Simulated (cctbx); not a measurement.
# What is wrong with this refinement?

Cell a = 20.4780 Å, b = 4.0440 Å, c = 9.6910 Å, α = 90.00°, β = 104.46°, γ = 90.00°; space group C2/m (no. 12).

The data are simulated with cctbx, not measured: synchrotron X-rays, λ = 0.6889 Å, to d = 0.84 Å, 95 % of the full sphere, strongest reflection 5000 counts, noise from counting, a 2 % proportional error and a noise floor of 8 counts (s.d.); no absorption.

An isotropic refinement with weights 1/σ² prints:

```text
Rint 0.052, 793 unique reflections to 0.84 A
cycle     R1     wR2    GooF  max shift (A)
   1  0.1912  0.3501   6.316   0.21564
  12  0.0355  0.0712   1.284   0.00240
final R1 0.0355 wR2 0.0712 GooF 1.284  parameters 24  data/parameter 33.0
atom        x        y        z      Ueq    occ   su(xyz)  su(Uiso or U11)
Te1    0.42908  0.00000  0.84674   0.0117  1.000  0.00015  0.0003
Te2    0.41127  0.50000  0.17711   0.0103  1.000  0.00014  0.0003
Te3    0.32969  0.50000  0.50859   0.0122  1.000  0.00015  0.0003
Te4    0.26094  0.50000  0.84564   0.0110  1.000  0.00014  0.0003
Rh1    0.30061  0.00000  0.67279   0.0124  1.000  0.00019  0.0004
Rb1    0.00000  0.50000  0.50000   0.0132  1.000  0.00000  0.0006
Cr1    0.34051  0.00000  0.01972   0.0184  1.000  0.00039  0.0007
Cr2    0.00000  0.00000  0.00000   0.0130  1.000  0.00000  0.0010
Cr3    0.71729  0.27140  0.21623   1.0000  1.000  0.01534  0.0609
difference map: max 2.43 min -3.10 rms 0.67
Q1    0.0490  0.0000  0.5152    4    2.47  2.25 A from Rb1
Q2    0.1180  0.0000  0.1477    4    2.42  2.18 A from Cr3
Q3    0.0852  0.3305  0.1500    8    2.19  0.75 A from Te1
Q4    0.0969  0.5000  0.4852    4    2.15  2.03 A from Rb1
Q5    0.1127  0.3527  0.6299    8    2.15  2.41 A from Rb1
Q6    0.0429  0.5000  0.1004    4    2.00  0.67 A from Te1
```

Q: Accept it or mend it, and why?

Mend it. The fault: spurious atom: Cr3. Against the right model at the same level, R1 goes from 0.0303 to 0.0355 and GooF from 0.94 to 1.28 and Cr3 takes U = the program's ceiling. A site with no density behind it hides by a very large U or drifts. The fit had not settled when the cycles ran out.

The compound is RbCr3Te8Rh2. The right model at the same level gives:

```text
Rint 0.052, 793 unique reflections to 0.84 A
cycle     R1     wR2    GooF  max shift (A)
   1  0.1674  0.2787   5.015   0.07998
   2  0.0303  0.0525   0.944   0.00001
final R1 0.0303 wR2 0.0525 GooF 0.944  parameters 20  data/parameter 39.6
atom        x        y        z      Ueq    occ   su(xyz)  su(Uiso or U11)
Te1    0.42908  0.00000  0.84675   0.0121  1.000  0.00011  0.0002
Te2    0.41127  0.50000  0.17708   0.0106  1.000  0.00010  0.0002
Te3    0.32967  0.50000  0.50861   0.0126  1.000  0.00011  0.0002
Te4    0.26095  0.50000  0.84565   0.0113  1.000  0.00010  0.0002
Rh1    0.30059  0.00000  0.67282   0.0127  1.000  0.00014  0.0003
Rb1    0.00000  0.50000  0.50000   0.0135  1.000  0.00000  0.0004
Cr1    0.34048  0.00000  0.01958   0.0188  1.000  0.00028  0.0005
Cr2    0.00000  0.00000  0.00000   0.0135  1.000  0.00000  0.0007
difference map: max 2.08 min -2.13 rms 0.57
Q1    0.1190  0.0000  0.1484    4    2.08  2.25 A from Te1
Q2    0.0444  0.5000  0.3038    4    1.90  1.68 A from Te1
Q3    0.2107  0.0000  0.3818    4    1.85  1.50 A from Te3
Q4    0.0974  0.5000  0.4823    4    1.83  2.05 A from Rb1
Q5    0.0492  0.0000  0.5144    4    1.82  2.25 A from Rb1
Q6    0.2234  0.5000  0.3254    4    1.80  0.50 A from Rh1
```

The model was made for the exercise: a known structure type with other elements put in, its volume estimated, not relaxed; displacement parameters are assumed.

[Middle refinement cycles are left out of these outputs.]

[Logs are printed without paths, hosts, clocks, repeated set-up lines and the standing remarks that a program may print on its own settings, such as how far it seeks lower states.]
